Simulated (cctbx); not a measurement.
# Lattice, Laue class and space group of a new crystal

Cell: a = 10.2670 Å, b = 3.3290 Å, c = 5.3990 Å, α = 90.00°, β = 105.52°, γ = 90.00°. Expected content of the cell: Er4 Rh4 C6.

Simulated single-crystal data (cctbx): Mo Kα, λ = 0.71073 Å, to d = 0.77 Å, 95 % of the full sphere, strongest reflection 40000 counts, noise from counting, a 3 % proportional error and a noise floor of 4 counts (s.d.); no absorption.

A first pass over the reflections prints:

```text
1538 reflections to d = 0.770 A
centring   violations  <I/sigma> of those
    A        368 of   782     12.2
    B        368 of   762     12.5
    C          0 of   768     -0.0
    I        358 of   770     12.3
    R        497 of  1032     12.7
    F        368 of  1156      8.3
Laue class    unique    Rint  (classes that these axes allow; Friedel mates merged)
C 1 2/m 1         239   0.021
space group    extra absences  I>4sigma  <I/sigma>
C 1 2 1                 0          0         -  acentric
C 1 m 1                 0          0         -  acentric
C 1 2/m 1               0          0         -  centric
Wilson B = 0.24 A^2   <|E^2-1|> = 0.762 (0.968 centric, 0.736 acentric)   E^2>4: 0.0 %
shell (A)         n   <I/sigma>
 5.20 - 1.53     37     35.1
 1.53 - 1.22     30     48.3
 1.22 - 1.07     25     37.2
 1.07 - 0.97     34     43.3
 0.97 - 0.90     22     43.3
 0.90 - 0.85     37     42.5
 0.85 - 0.81     25     34.4
 0.81 - 0.77     29     44.3
```

Q: Read the symmetry from these tables.

The reflections that C centring forbids are absent (⟨I/σ⟩ near 0), so the lattice is C.

Only C 1 2/m 1 fits these axes (Rint 0.021); a search for a hidden higher lattice was not made.

3 settings pass the absence test. No glide or screw absences show, which leaves C 1 2 1, C 1 m 1 and C 1 2/m 1.

⟨|E²−1|⟩ = 0.762 leans to a non-centrosymmetric structure. Here that hint misleads: the statistic assumes many like atoms on general positions, and few, heavy or special-position atoms break it. The Wilson B of 0.24 Å² means U ≈ 0.0030 Å².

The true group is C2/m (no. 12), Laue class 2/m, centrosymmetric. The tables only narrow the choice to the tied entries; cell content, site symmetry and trial solutions must settle it.

The model is made up (kin elements in a known structure type, no relaxation), so it says nothing on whether the phase exists.

[Logs are printed without paths, hosts, clocks, repeated set-up lines and the standing remarks that a program may print on its own settings, such as how far it seeks lower states.]
